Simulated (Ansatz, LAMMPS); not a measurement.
**Relaxing Zn2+ triflate in diglyme, from a frame at 330 K (103 atoms)**

Wanted: the relaxed structure of Zn2+ triflate in diglyme, from a frame at 330 K (103 atoms) and its electronic structure.

Program: Ansatz 0.2.0. Level of theory: Kohn-Sham DFT, PBE+D3(BJ), PAW (set soft_2), plane waves. Results are calculated unless marked as measured.

Most raw output is cut from this account.

**1. The starting structure**

The cell holds 103 atoms: 22 C, 21 O, 42 H, 4 S, 12 F and 2 Zn. Its edges and angles: a = 10.740 Å, b = 10.740 Å, c = 10.740 Å, α = 90.0°, β = 90.0°, γ = 90.0°. 3 diglyme, 2 Zn2+, 4 triflate placed at random, at 1.51 g/cm³; overlaps pushed apart, then 10 ps at 550 K with divalent ions of Li, Roberts, Chakravorty and Merz (J. Chem. Theory Comput. 9, 2733 (2013)); MMFF94 bonds, angles, torsions, charges and radii (Halgren, J. Comput. Chem. 17, 490 (1996)) in harmonic and 12-6 forms; charges of ions scaled by 0.8. Snapshot after 30 ps at 330 K and fixed volume.

Before any run, some limits are plain. The network of contacts between molecules at the start is that of the classical potential that made the cell. The density was typed from a rule of thumb and may lie off the real one at this temperature. Sampling is at Γ alone, for a cell whose shortest periodic width is 11 Å.

**2. How the cell was made**

A classical potential supplies the starting structure, since it reaches far longer times than DFT.

This step: classical MD, divalent ions of Li, Roberts, Chakravorty and Merz (J. Chem. Theory Comput. 9, 2733 (2013)); MMFF94 bonds, angles, torsions, charges and radii (Halgren, J. Comput. Chem. 17, 490 (1996)) in harmonic and 12-6 forms; charges of ions scaled by 0.8 (LAMMPS 22 Jul 2025 - Update 4).

in.lmp

```
# Zn2+ triflate in diglyme
units real
atom_style full
boundary p p p
bond_style harmonic
angle_style harmonic
dihedral_style opls
improper_style harmonic
special_bonds lj 0 0 0.5 coul 0 0 0.75
read_data data.lmp
neigh_modify delay 0 every 1 check yes one 4000
comm_modify cutoff 12.0
timestep 0.5
thermo_style custom step time temp pe press density
thermo_modify norm yes
# push overlapping molecules apart
pair_style soft 2.6
pair_coeff * * 0.0
variable a equal ramp(1,60)
fix ad all adapt 1 pair soft a * * v_a
velocity all create 550 735717 mom yes dist gaussian
fix lim all nve/limit 0.03
fix lan all langevin 550 550 50 735718 zero yes
thermo 1000
run 3000 post no
unfix ad
pair_style lj/cut/coul/long 9.0
pair_modify mix arithmetic tail yes
pair_coeff 1 1 0.0678 3.3680   # C
pair_coeff 2 2 0.0763 3.0430   # O
pair_coeff 3 3 0.0216 2.5400   # H
pair_coeff 4 4 0.0763 3.0960   # O
pair_coeff 5 5 0.2681 3.4180   # S
pair_coeff 6 6 0.0801 2.5590   # F
# [... 19 lines left out ...]
compute msd all msd com yes
thermo 7500
fix md all nvt temp 330 330 100
run 30000 post no
print "== T330: mean square displacement over the hold $(c_msd[4]:%.2f) A^2"
unfix md
uncompute msd
write_dump all custom T330.dump id type xs ys zs modify sort id
```

Started as:

```
> lmp -in in.lmp -log none -nocite
```

Wall time 18 s (1 thread of Intel Xeon Platinum 8488C (Sapphire Rapids), shared host); peak memory 0.12 GiB.

The input also reads data.lmp (atoms, bonds and types; not printed here).

**3. Single point at the start**

The forces at the start show how far the geometry lies from a minimum of this functional.

input.yaml

```yaml
crystal:
  lattice:
    - [10.74009, 0.0, 0.0]
    - [0.0, 10.74009, 0.0]
    - [0.0, 0.0, 10.74009]
  atoms:
    - { symbol: C, position: [0.22923, 0.81164, 0.01041] }
    - { symbol: O, position: [0.17346, 0.69163, 0.98444] }
    - { symbol: C, position: [0.06132, 0.6857, 0.05632] }
    - { symbol: C, position: [0.99247, 0.56405, 0.01777] }
    - { symbol: O, position: [0.03748, 0.52396, 0.89976] }
    - { symbol: C, position: [0.96464, 0.58585, 0.80387] }
    - { symbol: C, position: [0.00796, 0.71505, 0.76808] }
    - { symbol: O, position: [0.13856, 0.71842, 0.76101] }
    - { symbol: C, position: [0.18399, 0.8225, 0.68268] }
    - { symbol: H, position: [0.17318, 0.88933, 0.9795] }
    - { symbol: H, position: [0.31618, 0.82044, 0.94741] }
    - { symbol: H, position: [0.25886, 0.81419, 0.10554] }
    - { symbol: H, position: [0.00628, 0.77348, 0.05225] }
    - { symbol: H, position: [0.0934, 0.66778, 0.14732] }
    - { symbol: H, position: [0.00798, 0.48719, 0.07745] }
    - { symbol: H, position: [0.88749, 0.57588, 0.01513] }
    - { symbol: H, position: [0.98222, 0.52786, 0.71965] }
    - { symbol: H, position: [0.86402, 0.57536, 0.82026] }
    - { symbol: H, position: [0.96782, 0.74044, 0.67646] }
    - { symbol: H, position: [0.98182, 0.78577, 0.83478] }
    - { symbol: H, position: [0.28375, 0.82703, 0.67809] }
    - { symbol: H, position: [0.14688, 0.80678, 0.5864] }
    - { symbol: H, position: [0.15254, 0.90963, 0.72059] }
    - { symbol: C, position: [0.1295, 0.12444, 0.41844] }
    - { symbol: O, position: [0.01015, 0.17735, 0.44362] }
    - { symbol: C, position: [0.90782, 0.10167, 0.39767] }
    - { symbol: C, position: [0.79082, 0.1759, 0.40403] }
    - { symbol: O, position: [0.80307, 0.2331, 0.52285] }
    - { symbol: C, position: [0.6898, 0.26672, 0.58424] }
    - { symbol: C, position: [0.59372, 0.15832, 0.58445] }
    - { symbol: O, position: [0.52382, 0.15577, 0.47711] }
    - { symbol: C, position: [0.4456, 0.04574, 0.46915] }
    - { symbol: H, position: [0.12758, 0.03297, 0.46506] }
    - { symbol: H, position: [0.2067, 0.16814, 0.46838] }
    - { symbol: H, position: [0.14584, 0.11171, 0.31185] }
    - { symbol: H, position: [0.93266, 0.05996, 0.3081] }
    - { symbol: H, position: [0.90548, 0.02868, 0.46326] }
    - { symbol: H, position: [0.708, 0.10988, 0.40176] }
    - { symbol: H, position: [0.77947, 0.24164, 0.32975] }
    - { symbol: H, position: [0.65048, 0.34902, 0.53504] }
    - { symbol: H, position: [0.70816, 0.29598, 0.6853] }
    - { symbol: H, position: [0.53735, 0.15484, 0.66805] }
    - { symbol: H, position: [0.64895, 0.07396, 0.5868] }
    - { symbol: H, position: [0.49842, 0.95974, 0.45997] }
    - { symbol: H, position: [0.39761, 0.02497, 0.55127] }
    - { symbol: H, position: [0.38382, 0.05811, 0.39944] }
    - { symbol: C, position: [0.55999, 0.9864, 0.10181] }
    - { symbol: O, position: [0.47357, 0.91989, 0.17815] }
    - { symbol: C, position: [0.53125, 0.81975, 0.24229] }
    - { symbol: C, position: [0.52898, 0.70156, 0.16168] }
    - { symbol: O, position: [0.40748, 0.64425, 0.15278] }
    - { symbol: C, position: [0.42397, 0.5098, 0.14734] }
    - { symbol: C, position: [0.30351, 0.44831, 0.10945] }
    - { symbol: O, position: [0.284, 0.44402, 0.97485] }
    - { symbol: C, position: [0.3531, 0.34235, 0.92295] }
    - { symbol: H, position: [0.63627, 0.93432, 0.06861] }
    - { symbol: H, position: [0.5084, 0.03557, 0.02568] }
    - { symbol: H, position: [0.59606, 0.06031, 0.16117] }
    - { symbol: H, position: [0.48124, 0.80791, 0.33028] }
    - { symbol: H, position: [0.63232, 0.84182, 0.25614] }
    - { symbol: H, position: [0.55876, 0.72628, 0.06244] }
    - { symbol: H, position: [0.59825, 0.63987, 0.20251] }
    - { symbol: H, position: [0.498, 0.49076, 0.07366] }
    - { symbol: H, position: [0.4415, 0.47338, 0.241] }
    - { symbol: H, position: [0.29723, 0.35618, 0.15346] }
    - { symbol: H, position: [0.23048, 0.50601, 0.15195] }
    - { symbol: H, position: [0.28894, 0.29368, 0.85779] }
    - { symbol: H, position: [0.3892, 0.27751, 0.99353] }
    - { symbol: H, position: [0.43183, 0.38471, 0.87314] }
    - { symbol: O, position: [0.57401, 0.58102, 0.89064] }
    - { symbol: S, position: [0.50438, 0.62265, 0.78163] }
    - { symbol: O, position: [0.51231, 0.5451, 0.66964] }
    - { symbol: O, position: [0.3762, 0.64083, 0.80997] }
    - { symbol: C, position: [0.56831, 0.77994, 0.73638] }
    - { symbol: F, position: [0.54338, 0.80784, 0.61538] }
    - { symbol: F, position: [0.51181, 0.86971, 0.80831] }
    - { symbol: F, position: [0.68866, 0.78978, 0.74889] }
    - { symbol: O, position: [0.882, 0.55997, 0.26971] }
    [... 19 atom lines left out ...]
    - { symbol: C, position: [0.3031, 0.48717, 0.48281] }
    - { symbol: F, position: [0.23724, 0.48226, 0.37125] }
    - { symbol: F, position: [0.32502, 0.6123, 0.50658] }
    - { symbol: F, position: [0.41814, 0.43754, 0.45636] }
    - { symbol: Zn, position: [0.95126, 0.29625, 0.55214] }
    - { symbol: Zn, position: [0.23146, 0.57773, 0.87021] }
kpoints:
  mp_grid: { grid: [1, 1, 1] }
hamiltonian:
  xc: pbe
  dispersion: d3bj
scf:
  occupations: { method: fixed }
output:
  forces: true
  stress: true
  populations: true
  dos:
    method: { smearing: { sigma: 0.15 } }
    de: 0.1
    projected: { site_lists: { C: [C], F: [F], H: [H], O: [O], S: [S] } }
  eigenvalues: true
```

Started as:

```
> ansatz run input.yaml --threads 4 --pin off --max-ram 8192MiB --backend cpu --events-out ev --progress --plain --runs-dir out
```

Run time: 8.5 s. Hardware: 4 threads of Intel Xeon Platinum 8488C (Sapphire Rapids), shared host; peak memory 1.5 GiB.

Read from the output:

| Property | Result |
| --- | --- |
| free energy | -38033.0636 eV |
| free energy per atom | -369.2530 eV/atom |
| SCF cycles | 11 |
| pressure | 3.213 GPa |
| r.m.s. force component | 1.103 eV/Å |
| longest force | 4.77 eV/Å |
| Fermi energy | 0.1958 eV |
| gap (highest filled to lowest empty level) | 4.342 eV |
| spilling of the projection | 0.01416 |

The r.m.s. force component of 1.1 eV/Å and the pressure of 3.2 GPa set the starting point.

Length of the force by element:

| element | coordination | atoms | mean length of the force (eV/Å) | spread | least | most |
| --- | --- | --- | --- | --- | --- | --- |
| C | all | 22 | 1.94 | 0.811 | 0.710 | 3.70 |
| F | all | 12 | 1.07 | 0.427 | 0.380 | 1.78 |
| H | all | 42 | 0.998 | 0.620 | 0.250 | 3.46 |
| O | all | 21 | 2.22 | 1.36 | 0.437 | 4.77 |
| S | all | 4 | 3.60 | 0.898 | 2.15 | 4.39 |
| Zn | all | 2 | 1.89 | 0.392 | 1.49 | 2.28 |

**4. Relaxation**

With the cell held, the atoms are moved downhill towards a nearby minimum.

input.yaml, the sections that differ from step 3:

```yaml
output:
  forces: true
relax:
  f_tol: 0.03
  max_steps: 200
# crystal, kpoints, hamiltonian, scf: as in step 3
```

Run time: 4 min. Hardware: 4 threads; peak memory 1.4 GiB.

The steps of the relaxation (22 of 62):

| step | energy less that of the first step (eV) | largest force component (eV/Å) |
| --- | --- | --- |
| 1 | 0.0000 | 4.7377 |
| 4 | -6.7911 | 0.3885 |
| 7 | -7.0936 | 0.4633 |
| 10 | -7.1592 | 0.1257 |
| 13 | -7.1851 | 0.1146 |
| 16 | -7.2012 | 0.2555 |
| 18 | -7.2193 | 0.3731 |
| 21 | -7.2444 | 0.3913 |
| 24 | -7.2639 | 0.1323 |
| 27 | -7.2790 | 0.1704 |
| 30 | -7.2886 | 0.2385 |
| 33 | -7.2976 | 0.1675 |
| 36 | -7.3122 | 0.2021 |
| 39 | -7.3393 | 0.4409 |
| 42 | -7.3943 | 0.3891 |
| 45 | -7.4521 | 0.7805 |
| 47 | -7.5072 | 0.6300 |
| 50 | -7.5567 | 0.0961 |
| 53 | -7.5671 | 0.0775 |
| 56 | -7.5717 | 0.0596 |
| 59 | -7.5750 | 0.0246 |
| 62 | -7.5758 | 0.0179 |

The atoms that moved most (Å):

| atom | dx | dy | dz | length |
| --- | --- | --- | --- | --- |
| F85 | 2.132 | 0.740 | -1.425 | 2.669 |
| O81 | -0.254 | -1.643 | -1.466 | 2.217 |
| F75 | 1.730 | 0.094 | 1.058 | 2.030 |
| O72 | -0.446 | 1.770 | -0.537 | 1.903 |
| F83 | 0.858 | -0.218 | -1.680 | 1.899 |
| F77 | -0.182 | -0.295 | 1.700 | 1.735 |
| F84 | 1.017 | 1.060 | 0.377 | 1.516 |
| O70 | 0.066 | -0.274 | -1.465 | 1.491 |

The relaxation changed the energy by -73.6 meV/atom, and atoms moved by 0.81 Å r.m.s., 2.7 Å at most.

**5. Distances and neighbours after relaxation**

Bonds before and after, by the cutoffs listed below:

| pair | bonds before | bonds after | mean before (Å) | mean after (Å) | spread before (Å) | spread after (Å) |
| --- | --- | --- | --- | --- | --- | --- |
| H-C | 42 | 42 | 1.097 | 1.099 | 0.032 | 0.004 |
| C-C | 6 | 6 | 1.527 | 1.514 | 0.025 | 0.006 |
| C-O | 18 | 18 | 1.436 | 1.436 | 0.023 | 0.010 |
| C-F | 12 | 12 | 1.359 | 1.348 | 0.028 | 0.006 |
| C-S | 4 | 4 | 1.854 | 1.875 | 0.024 | 0.002 |
| O-S | 12 | 12 | 1.460 | 1.469 | 0.022 | 0.023 |
| O-Zn | 11 | 11 | 1.899 | 2.095 | 0.139 | 0.076 |

Density 1.51 g/cm³, 12.03 Å³ an atom.

g(r), total and by pair (bins of 0.2 Å):

| r (Å) | total | H-H | H-C | H-O | H-F | H-S | H-Zn |
| --- | --- | --- | --- | --- | --- | --- | --- |
| 1.00 | 1.93 | 0.00 | 11.10 | 0.00 | 0.00 | 0.00 | 0.00 |
| 1.20 | 1.32 | 0.00 | 7.60 | 0.00 | 0.00 | 0.00 | 0.00 |
| 1.40 | 1.83 | 0.00 | 0.00 | 0.00 | 0.00 | 0.00 | 0.00 |
| 1.60 | 0.36 | 0.00 | 0.00 | 0.00 | 0.00 | 0.00 | 0.00 |
| 1.80 | 0.98 | 5.25 | 0.00 | 0.00 | 0.00 | 0.00 | 0.00 |
| 2.00 | 1.01 | 0.00 | 0.00 | 5.25 | 0.00 | 0.00 | 0.00 |
| 2.20 | 1.01 | 0.80 | 2.76 | 0.36 | 0.00 | 0.00 | 0.00 |
| 2.40 | 1.02 | 2.12 | 0.09 | 0.77 | 0.16 | 0.00 | 0.00 |
| 2.60 | 1.17 | 0.94 | 1.95 | 1.16 | 1.28 | 0.00 | 0.00 |
| 2.80 | 0.63 | 1.07 | 0.69 | 1.21 | 0.51 | 0.35 | 0.00 |
| 3.00 | 1.09 | 1.49 | 0.78 | 0.87 | 0.98 | 0.64 | 1.26 |
| 3.20 | 0.86 | 0.38 | 0.90 | 0.38 | 1.23 | 0.56 | 4.12 |
| 3.40 | 0.86 | 0.57 | 1.03 | 0.98 | 1.10 | 1.24 | 1.54 |
| 3.60 | 0.88 | 1.12 | 0.75 | 0.56 | 0.69 | 0.90 | 2.73 |
| 3.80 | 0.86 | 0.78 | 0.74 | 0.62 | 1.09 | 0.60 | 0.39 |
| 4.00 | 1.03 | 0.91 | 1.16 | 0.76 | 1.09 | 1.46 | 3.68 |
| 4.20 | 0.85 | 0.98 | 0.76 | 0.92 | 0.71 | 1.01 | 0.34 |
| 4.40 | 1.09 | 1.06 | 0.85 | 1.24 | 1.37 | 0.92 | 0.59 |
| 4.60 | 0.99 | 0.74 | 0.81 | 1.21 | 1.77 | 0.56 | 0.00 |
| 4.80 | 1.10 | 1.16 | 1.02 | 1.26 | 1.32 | 2.27 | 0.00 |
| 5.00 | 1.04 | 0.89 | 1.08 | 0.96 | 1.36 | 1.78 | 0.24 |
| 5.20 | 0.99 | 0.66 | 0.87 | 1.16 | 1.23 | 1.52 | 1.31 |

Bonds by pair of elements; cutoffs follow the first minimum of g(r), held within bounds set by covalent radii, and pairs that aren't listed don't count as bonded:

| pair A-B | cutoff (Å) | bonds | mean length (Å) | spread (Å) | shortest (Å) | B about A | A about B |
| --- | --- | --- | --- | --- | --- | --- | --- |
| H-C | 1.34 | 42 | 1.10 | 0.004 | 1.09 | 1 | 1.91 |
| C-C | 1.85 | 6 | 1.51 | 0.006 | 1.50 | 0.545 | 0.545 |
| C-O | 1.73 | 18 | 1.44 | 0.01 | 1.42 | 0.818 | 0.857 |
| C-F | 1.62 | 12 | 1.35 | 0.006 | 1.34 | 0.545 | 1 |
| C-S | 2.21 | 4 | 1.88 | 0.002 | 1.87 | 0.182 | 1 |
| O-S | 1.93 | 12 | 1.47 | 0.023 | 1.45 | 0.571 | 3 |
| O-Zn | 2.5 | 11 | 2.10 | 0.076 | 1.98 | 0.524 | 5.5 |

How many atoms have how many bonded neighbours:

| element | mean | 1 | 2 | 3 | 4 | 5 | 6 |
| --- | --- | --- | --- | --- | --- | --- | --- |
| C | 4 | 0 | 0 | 0 | 22 | 0 | 0 |
| F | 1 | 12 | 0 | 0 | 0 | 0 | 0 |
| H | 1 | 42 | 0 | 0 | 0 | 0 | 0 |
| O | 1.95 | 7 | 8 | 6 | 0 | 0 | 0 |
| S | 4 | 0 | 0 | 0 | 4 | 0 | 0 |
| Zn | 5.5 | 0 | 0 | 0 | 0 | 1 | 1 |

Bond angles (no mean is given where the spread exceeds 20°):

| angle | count | mean (°) | spread (°) |
| --- | --- | --- | --- |
| H-C-O | 42 | 109 | 1.8 |
| H-C-H | 30 | 109 | 1.1 |
| O-Zn-O | 25 | - | - |
| C-C-H | 24 | 110 | 1.3 |
| C-C-O | 12 | 110 | 3 |

Bond length by coordination (bonds to H left out):

| element | coordination | atoms | mean bond length (Å) |
| --- | --- | --- | --- |
| O | 1 | 7 | 1.45 |
| O | 2 | 8 | 1.63 |
| O | 3 | 6 | 1.68 |
| Zn | 5 | 1 | 2.06 |
| Zn | 6 | 1 | 2.13 |

Rings of the network by King's shortest-path rule, up to 12 atoms, one path for each pair of neighbours; H, halogens, alkali and alkaline-earth atoms are left out, and the last column divides by all other atoms, bonded or not:

| ring size (atoms) | rings | per network atom |
| --- | --- | --- |
| 5 | 3 | 0.061 |
| 8 | 1 | 0.02 |

Counting bonds as in the table, all C atoms have 4, all F atoms have 1, all H atoms have 1 and 38 % of O atoms have 2 bonded neighbours. The H-C-O angle averages 109° with a spread of 1.8°. Rings of 5 atoms are the most common (75 % of those counted); sizes run from 5 to 8.

(Part 1 of 2 ends here.)

[Logs are printed without paths, hosts, clocks, repeated set-up lines and the standing remarks that a program may print on its own settings, such as how far it seeks lower states.]

[Hosts, paths, dates, database ids (printed as entryN), source tags and the programs' standing remarks are cut or masked in the printed files.]

[The MMFF94 radii named for the starting cell were scaled by 0.96; in molecules described by MMFF94, hydrogen bound to N, O or S took a small fixed 12-6 site in their place.]
